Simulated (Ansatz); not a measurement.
# BaTiO3 (Pm-3m): given cell or relaxed cell?

How far does the choice of cell move the gap? The case is BaTiO3 (Pm-3m).

Main program and level: Ansatz 0.2.0; LDA, HSE06 and G0W0, plane waves, PAW.

**Experimental background.**

- Gap 3.28 eV: optical gap from first-derivative diffuse reflectance spectrum; UV-vis diffuse reflectance; powder (commercial cubic reference powder, crystallite size 31.8 nm) (“Influence of Rapid Heat Treatment on the Photocatalytic Activity and Stability of Barium Titanates Against a Broad Range of Pollutants”, 2024, pmc:11596716).

- Gap 3.2 eV: optical gap from first-derivative diffuse reflectance spectrum; UV-vis diffuse reflectance; powder (“Influence of Rapid Heat Treatment on the Photocatalytic Activity and Stability of Barium Titanates Against a Broad Range of Pollutants”, 2024, pmc:11596716).

This is a report of a sequence of runs, with the program logs left out and the cost of each run kept.

## Step 1: Starting point

The structure is cubic, space group Pm-3m (No. 221). Conventional cell: a = 4.006 Å, b = 4.006 Å, c = 4.006 Å, α = 90.00°, β = 90.00°, γ = 90.00°. Nearest to Ba lie 12 O at 2.83 Å. Ti has 6 O at 2.00 Å nearest. O has 2 Ti at 2.00 Å and 4 Ba at 2.83 Å nearest. Farther neighbours, and contacts between anions beyond the nearest, are not listed.

The cell and positions come from the Crystallography Open Database and are kept as given unless a step says otherwise. The default PAW set here is soft_2. Its files were made with PBE.

## Step 2: LDA bands at the given cell

Levels along a band path, at the cheap level, show where the edges lie and whether the meshes to come will hold them.

This step: DFT, LDA, plane waves, PAW.

The input, input.yaml:

```yaml
crystal:
  lattice:
    - [4.006, 0.0, 0.0]
    - [0.0, 4.006, 0.0]
    - [0.0, 0.0, 4.006]
  atoms:
    - { symbol: Ba, position: [0.5, 0.5, 0.5] }
    - { symbol: Ti, position: [0.0, 0.0, 0.0] }
    - { symbol: O, position: [0.5, 0.0, 0.0] }
    - { symbol: O, position: [0.0, 0.5, 0.0] }
    - { symbol: O, position: [0.0, 0.0, 0.5] }
kpoints:
  mp_grid: { grid: [6, 6, 6] }
  band_path:
    path:
      - [[0.0, 0.0, 0.0], [0.0, 0.5, 0.0], [0.5, 0.5, 0.0], [0.0, 0.0, 0.0], [0.5, 0.5, 0.5], [0.0, 0.5, 0.0]]
      - [[0.5, 0.5, 0.5], [0.5, 0.5, 0.0]]
    npoints: 10
hamiltonian:
  xc: lda
scf:
  occupations: { method: fermi_dirac, width: 0.02 }
  n_extra_bands: 5
output:
  eigenvalues: true
  forces: true
  stress: true
  write_density: true
  write_potential: true
  elf: true
  volumetric_format: npy
```

Run with:

```
> ansatz run input.yaml --threads 3 --pin off --max-ram 92160MiB --backend cuda --events-out ev --progress --plain --runs-dir out --devices 1 --max-vram 13GiB
```

It took 5.8 s on 1 × NVIDIA H100 80GB HBM3 (shared by 6 runs) with 3 threads of AMD EPYC 7R13 (Zen 3), shared host; peak memory 0.92 GiB; 4.3 s of CPU time.

Numbers from this step:

- pressure: -9.362 GPa
- filled bands: 20
- gap: 1.719 eV
- valence top at: R
- conduction bottom at: Γ
- least direct gap: 1.824 eV

The gap is indirect, with the least direct gap 0.10 eV higher. The pressure of -9 GPa says that this functional would shrink the cell; it is kept.

## Step 3: Relaxing cell and ions

Gaps follow bond lengths, so the structure is brought to rest first.

input.yaml, the sections that differ from step 2:

```yaml
kpoints:
  mp_grid: { grid: [6, 6, 6] }
scf:
  occupations: { method: fermi_dirac, width: 0.02 }
relax:
  f_tol: 0.01
  max_steps: 60
  cell: {}
# crystal, hamiltonian: as in step 2
# output: removed
```

Elapsed: 11 s, on 1 × NVIDIA H100 80GB HBM3 (shared by 6 runs) with 3 threads; peak memory 0.95 GiB.

Relaxation path:

```
step  energy less that of the first step (eV)  largest force component (eV/Å)  pressure (GPa)  volume (Å³)
   1                                   0.0000                          0.0000           -9.36        64.29
   2                                  -0.1159                          0.0000            1.33        60.62
   3                                  -0.1154                          0.0000           -0.11        61.05
   4                                  -0.1156                          0.0000            0.00        61.01
  5*                                  -0.1036                          0.0000           -0.34        61.01
   6                                  -0.1042                          0.0000            0.00        60.91
  7*                                  -0.1037                          0.0000           -0.01        60.91
```

Relaxation steps marked * repeat the geometry before them on a plane-wave basis chosen anew for their cell, so energy and pressure can jump there.

The run keeps the 48 symmetry operations that the program found, so distortions that break them were not tested.

```
conventional cell, symmetrised  before  after  change
                         a (Å)   4.006  3.935  -1.8 %
                         b (Å)   4.006  3.935  -1.8 %
                         c (Å)   4.006  3.935  -1.8 %
              volume (Å³/atom)   12.86  12.18  -5.3 %
```

Final coordinates:

```cif
data_structure
_symmetry_space_group_name_H-M 'P 1'
_symmetry_Int_Tables_number 1
_cell_length_a 3.9346
_cell_length_b 3.9346
_cell_length_c 3.9346
_cell_angle_alpha 90.000
_cell_angle_beta 90.000
_cell_angle_gamma 90.000
_cell_volume 60.91
loop_
_atom_site_label
_atom_site_type_symbol
_atom_site_fract_x
_atom_site_fract_y
_atom_site_fract_z
_atom_site_occupancy
Ba1 Ba 0.50000 0.50000 0.50000 1
Ti2 Ti 0.00000 0.00000 0.00000 1
O3 O 0.50000 0.00000 0.00000 1
O4 O 0.00000 0.50000 0.00000 1
O5 O 0.00000 0.00000 0.50000 1
```

## Step 4: LDA at the relaxed cell

The input, input.yaml:

```yaml
crystal:
  lattice:
    - [3.9345624912, 0.0, 0.0]
    - [0.0, 3.9345624912, 0.0]
    - [0.0, 0.0, 3.9345624912]
  atoms:
    - { symbol: Ba, position: [0.5, 0.5, 0.5] }
    - { symbol: Ti, position: [0.0, 0.0, 0.0] }
    - { symbol: O, position: [0.5, 0.0, 0.0] }
    - { symbol: O, position: [0.0, 0.5, 0.0] }
    - { symbol: O, position: [0.0, 0.0, 0.5] }
kpoints:
  mp_grid: { grid: [6, 6, 6] }
  band_path:
    path:
      - [[0.0, 0.0, 0.0], [0.0, 0.5, 0.0], [0.5, 0.5, 0.0], [0.0, 0.0, 0.0], [0.5, 0.5, 0.5], [0.0, 0.5, 0.0]]
      - [[0.5, 0.5, 0.5], [0.5, 0.5, 0.0]]
    npoints: 10
hamiltonian:
  xc: lda
scf:
  occupations: { method: fermi_dirac, width: 0.02 }
  n_extra_bands: 5
output:
  eigenvalues: true
  forces: true
  stress: true
  write_density: true
  write_potential: true
  elf: true
  volumetric_format: npy
```

Wall time 13 s (1 × NVIDIA H100 80GB HBM3 (shared by 6 runs) with 3 threads); peak memory 0.93 GiB.

This step gave:

```
pressure             : -0.007319 GPa
gap                  : 1.827 eV
valence top at       : R
conduction bottom at : Γ
least direct gap     : 1.869 eV
```

The gap is indirect, with the least direct gap 0.04 eV higher.

## Step 5: HSE06 at the relaxed cell

The screened hybrid is the usual rung above semilocal functionals: a quarter of exact exchange, cut off beyond a few ångström.

This step: DFT, HSE06, plane waves, PAW.

The input, input.yaml:

```yaml
crystal:
  lattice:
    - [3.9345624912, 0.0, 0.0]
    - [0.0, 3.9345624912, 0.0]
    - [0.0, 0.0, 3.9345624912]
  atoms:
    - { symbol: Ba, position: [0.5, 0.5, 0.5] }
    - { symbol: Ti, position: [0.0, 0.0, 0.0] }
    - { symbol: O, position: [0.5, 0.0, 0.0] }
    - { symbol: O, position: [0.0, 0.5, 0.0] }
    - { symbol: O, position: [0.0, 0.0, 0.5] }
kpoints:
  mp_grid: { grid: [4, 4, 4] }
  band_path:
    path: [[0.0, 0.0, 0.0], [0.0, 0.5, 0.0], [0.5, 0.5, 0.0], [0.5, 0.5, 0.5]]
    npoints: 1
hamiltonian:
  xc: hse06
scf:
  occupations: { method: fixed }
  n_extra_bands: 5
output:
  eigenvalues: true
  write_density: true
  write_potential: true
  elf: true
  volumetric_format: npy
```

Run time: 23 s. Hardware: 1 × NVIDIA H100 80GB HBM3 (shared by 6 runs) with 3 threads; peak memory 1.1 GiB; 27 s of CPU time.

Read from the output:

* gap: 3.331 eV
* valence top at: R
* conduction bottom at: Γ
* least direct gap: 3.361 eV

The gap stands +1.50 eV against LDA.

## Step 6: G0W0 at the relaxed cell

Now the one-shot GW correction: screening in the RPA, then the self-energy of the levels asked for.

This step: G0W0 on LDA, plane waves, PAW.

The input, input.yaml:

```yaml
crystal:
  lattice:
    - [3.9345624912, 0.0, 0.0]
    - [0.0, 3.9345624912, 0.0]
    - [0.0, 0.0, 3.9345624912]
  atoms:
    - { symbol: Ba, position: [0.5, 0.5, 0.5] }
    - { symbol: Ti, position: [0.0, 0.0, 0.0] }
    - { symbol: O, position: [0.5, 0.0, 0.0] }
    - { symbol: O, position: [0.0, 0.5, 0.0] }
    - { symbol: O, position: [0.0, 0.0, 0.5] }
kpoints:
  mp_grid: { grid: [4, 4, 4] }
hamiltonian:
  xc: lda
scf:
  occupations: { method: fixed }
gw:
  n_empty_bands: 224
  ecut_chi: 138
  qp_bands: [v2, c2]
  qp_kpoints: band_edges
  screening: { model: contour_deformation }
```

Elapsed: 18 s, on 1 × NVIDIA H100 80GB HBM3 (shared by 6 runs) with 3 threads; peak memory 1.2 GiB; 27 s of CPU time.

This step gave:

```yaml
bands_summed: 244
rpa_eps_infinity_on_this_mesh_eigenvalues: 7.182, 7.182, 7.182
plane_waves_in_the_screening_matrix: 251
g0w0_gap_on_the_mesh: 3.379 eV
k_of_the_valence_top: -0.5, -0.5, -0.5
k_of_the_conduction_bottom: 0, 0, 0
starting_gap_on_the_mesh: 1.809 eV
least_direct_g0w0_gap_on_the_computed_points: 3.423 eV
```

The gap on the mesh goes from 1.81 eV to 3.38 eV, a correction of +1.57 eV. Between the two edge states, bare exchange in place of the xc potential would open the gap by 12.82 eV, and correlation takes back 11.25 eV.

## Step 7: G0W0 at the given cell

input.yaml: that of step 6 with these lines changed.

```diff
@@ -2,5 +2,5 @@
   lattice:
-    - [3.9345624912, 0.0, 0.0]
-    - [0.0, 3.9345624912, 0.0]
-    - [0.0, 0.0, 3.9345624912]
+    - [4.006, 0.0, 0.0]
+    - [0.0, 4.006, 0.0]
+    - [0.0, 0.0, 4.006]
   atoms:
@@ -18,3 +18,3 @@
 gw:
-  n_empty_bands: 224
+  n_empty_bands: 236
   ecut_chi: 138
```

It took 24 s on 1 × NVIDIA H100 80GB HBM3 (shared by 6 runs) with 3 threads; peak memory 1.2 GiB; 32 s of CPU time.

Numbers from this step:

| Item | Value |
| --- | --- |
| bands summed | 256 |
| RPA ε∞ on this mesh (eigenvalues) | 7.272, 7.272, 7.272 |
| plane waves in the screening matrix | 251 |
| G0W0 gap on the mesh | 3.215 eV |
| k of the valence top | -0.5, -0.5, -0.5 |
| k of the conduction bottom | 0, 0, 0 |
| starting gap on the mesh | 1.702 eV |
| least direct G0W0 gap on the computed points | 3.326 eV |

The gap on the mesh goes from 1.70 eV to 3.21 eV, a correction of +1.51 eV. Between the two edge states, bare exchange in place of the xc potential would open the gap by 12.86 eV, and correlation takes back 11.35 eV.

## Step 8: Together

G0W0 rows are gaps on the mesh, lowered where the mesh misses an edge of the band path.

```
   level  given cell (eV)  relaxed cell (eV)  change (eV)
     LDA             1.72               1.83        +0.11
   HSE06                -               3.33            -
G0W0@LDA             3.21               3.38        +0.16
```

## Step 9: Outcome

```
volume change          : −5.3 %
LDA, given cell        : 1.72 eV
LDA, relaxed cell      : 1.83 eV
HSE06, relaxed cell    : 3.33 eV
G0W0@LDA, relaxed cell : 3.38 eV
G0W0@LDA, given cell   : 3.21 eV
known limits           : short of the basis limit; no spin-orbit coupling; coarse k mesh
```

In words: Relaxation changes the volume by −5.3 % and the gap by +0.11 eV (LDA) and +0.16 eV (G0W0@LDA). Against experiment, by G0W0@LDA at the given cell: the gap of 3.21 eV lies −0.07 eV from the measured 3.28 eV (optical, 2024); the gap of 3.21 eV lies +0.01 eV from the measured 3.2 eV (optical, 2024). An exciton line or allowed optical edge lies below the quasiparticle gap by the binding energy; a forbidden edge can push the onset above it. The calculation has static nuclei and no excitons; a measured gap holds zero-point and thermal motion, which mostly lowers it. Bands and cutoff are finite, so the gap stands short of the basis limit, usually by up to a few tenths of an eV; the mesh is an error of its own. The 4×4×4 mesh is coarse for this cell (its supercell is 16 Å along the shortest edge). The RPA ε∞ on it, from the LDA start, is 7.27; such meshes misread the long-range screening, most where the gap is narrow. This is the ideal cubic cell; many perovskites, halides above all, are cubic only on average, and local tilts or off-centring can widen the gap. The many-body steps are scalar-relativistic: spin-orbit coupling is not in them.

[Long decimals in the printed logs are rounded to 6 places.]

[Logs are printed without paths, hosts, clocks, repeated set-up lines and the standing remarks that a program may print on its own settings, such as how far it seeks lower states.]

[Paths, hosts, dates, memory and timing lines, banners, echoed tables and standing remarks are left out of the program output; an Ansatz launch command may be rebuilt from the run's recorded settings. Measured values are a selection of at most five: reports struck by readers or far from the other reports are left out. None is set beside runs whose start may be inverted or whose files or cutoffs have a known fault.]

[Runs of the session that timed out or met a known fault of the program may be left out.]

[Cells called generated may have been cut or substituted from an entry of the Crystallography Open Database or the Materials Project.]

[Hosts, paths, dates, database ids (printed as entryN), source tags and the programs' standing remarks are cut or masked in the printed files.]

[Where the starting crystal was built by hand or by swapping elements, it need not be the compound's stable phase.]
